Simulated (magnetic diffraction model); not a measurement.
**Mg2Ti3AlO8 below its ordering temperature**

Space group C2/m (no. 12), a = 10.2840 Å, b = 5.8440 Å, c = 6.0580 Å, β = 124.26°.

```csv
site,atom,x,y,z
4e,Ti,1/4,3/4,0
2b,Ti,0,1/2,0
2d,Al,0,1/2,1/2
4i,Mg,0.8701,0,0.6073
8j,O,0.9850,0.2726,0.2345
4i,O,0.7458,0,0.2269
4i,O,0.7603,1/2,0.2365
```

This is a made-up structure (elements placed in a structure type, unrelaxed), so the numbers test the method and describe no known phase.

Only Ti is taken to order (form factors of Ti3+); orders and moment sizes are assumed, and not adapted to the symmetry. Radiation: neutrons of λ = 2.0775 Å, 3° to 65°; isotropic B of 0.28 Å² (Ti), 0.36 Å² (Al), 0.29 Å² (Mg) and 0.43 Å² (O). Simulated constant-wavelength pattern: nuclear and magnetic terms add, the magnetic one as |2.695 fm × Σ f S⊥ exp(2πi Q·r) exp(−B s²)|², summed over all Q at one angle with the factor 1/(sin²θ cos θ). For collinear order S is the moment m, which repeats by lattice and centring translations R with the sign exp(−2πi k·R). Free-ion form factors, Sears's scattering lengths of 1992, no absorption; a label names one of the reflections at its angle. The strongest nuclear line in the range is 100, and lines under 0.2 are left out.

Above the ordering temperature:

| 2θ (°) | index | I |
| --- | --- | --- |
| 23.95 | (0 0 1) | 22.1 |
| 24.91 | (1 1 0) | 1.3 |
| 28.30 | (2 0 0) | 1.9 |
| 28.60 | (1 1 -1) | 3.8 |
| 40.13 | (2 0 -2) | 0.6 |
| 40.20 | (1 1 1) | 1.2 |
| 41.13 | (3 1 -1) | 18.7 |
| 41.65 | (0 2 0) | 9.0 |
| 47.41 | (1 1 -2) | 0.4 |
| 48.09 | (3 1 0) | 2.8 |
| 48.23 | (3 1 -2) | 2.0 |
| 48.37 | (4 0 -1) | 1.4 |
| 48.61 | (0 2 1) | 2.5 |
| 49.01 | (2 2 -1) | 2.5 |
| 49.03 | (0 0 2) | 48.4 |
| 50.62 | (4 0 -2) | 51.3 |
| 51.12 | (2 2 0) | 100.0 |
| 58.53 | (4 0 0) | 10.2 |
| 59.22 | (2 2 -2) | 20.7 |
| 63.36 | (1 1 2) | 5.7 |
| 63.36 | (2 0 -3) | 3.1 |
| 64.38 | (4 0 -3) | 9.2 |
(The table stops after 22 lines; 1 more lie at higher angle.)

Below it (cell unchanged):

```
2θ (°)      I
 14.04    1.6
 19.76    2.2
 20.48    0.3
 23.95   22.1
 24.91    1.3
 28.30    1.9
 28.60    3.8
 34.21    0.3
 35.28    0.3
 40.13    0.6
 40.20    1.2
 41.13   18.7
 41.65    9.0
 42.27    0.3
 43.16    0.2
 44.16    0.3
 46.50    0.3
 47.41    0.4
 48.09    2.8
 48.23    2.0
 48.37    1.4
 48.61    2.5
 49.01    2.5
 49.03   48.4
 50.62   51.3
 51.12  100.0
 58.53   10.2
 59.22   20.7
 63.36    5.7
 63.36    3.1
 64.38    9.2
 64.69   19.5
```

**Question.** Find the propagation vector, then choose among these models:
A. collinear moments along [111], 0.83 μB on Ti; signs + at (1/4, 3/4, 0), + at (0, 1/2, 0), − at (1/4, 1/4, 0)
B. collinear moments along [110], 0.83 μB on Ti; signs + at (1/4, 3/4, 0), + at (0, 1/2, 0), − at (1/4, 1/4, 0)
C. collinear moments along [111], 0.83 μB on Ti; signs + at (1/4, 3/4, 0), + at (0, 1/2, 0), + at (1/4, 1/4, 0)
D. collinear moments along [110], 0.83 μB on Ti; signs + at (1/4, 3/4, 0), + at (0, 1/2, 0), + at (1/4, 1/4, 0)

The new lines index as (1 0 0) at 14.04°, (1 0 -1) at 19.76° and (1 2 0) at 44.16°, that is as H ± k with k = (1 0 0). The indices are whole but break the lattice centring, so the moments reverse under a centring translation, those with k·t a half-integer.

Magnetic intensity, observed (below minus above) and for each model:

| 2θ (°) | index | observed | A | B | C | D |
| --- | --- | --- | --- | --- | --- | --- |
| 14.04 | (1 0 0) | 1.6 | 0.3 | 0.5 | 1.6 | 2.3 |
| 19.76 | (1 0 -1) | 2.2 | 0.5 | 0.3 | 2.2 | 1.6 |
| 20.48 | (0 1 0) | 0.3 | 1.4 | 1.6 | 0.3 | 0.3 |
| 31.71 | (0 1 1) | <0.2 | 1.0 | 1.2 | <0.2 | 0.2 |
| 32.28 | (2 1 -1) | <0.2 | 0.9 | 0.6 | <0.2 | <0.2 |
| 35.18 | (2 1 0) | <0.2 | 0.5 | 0.6 | <0.2 | <0.2 |

Model C matches.

The structure used: k = (1 0 0), collinear moments along [111], 0.83 μB on Ti; signs + at (1/4, 3/4, 0), + at (0, 1/2, 0), + at (1/4, 1/4, 0).

[Logs are printed without paths, hosts, clocks, repeated set-up lines and the standing remarks that a program may print on its own settings, such as how far it seeks lower states.]
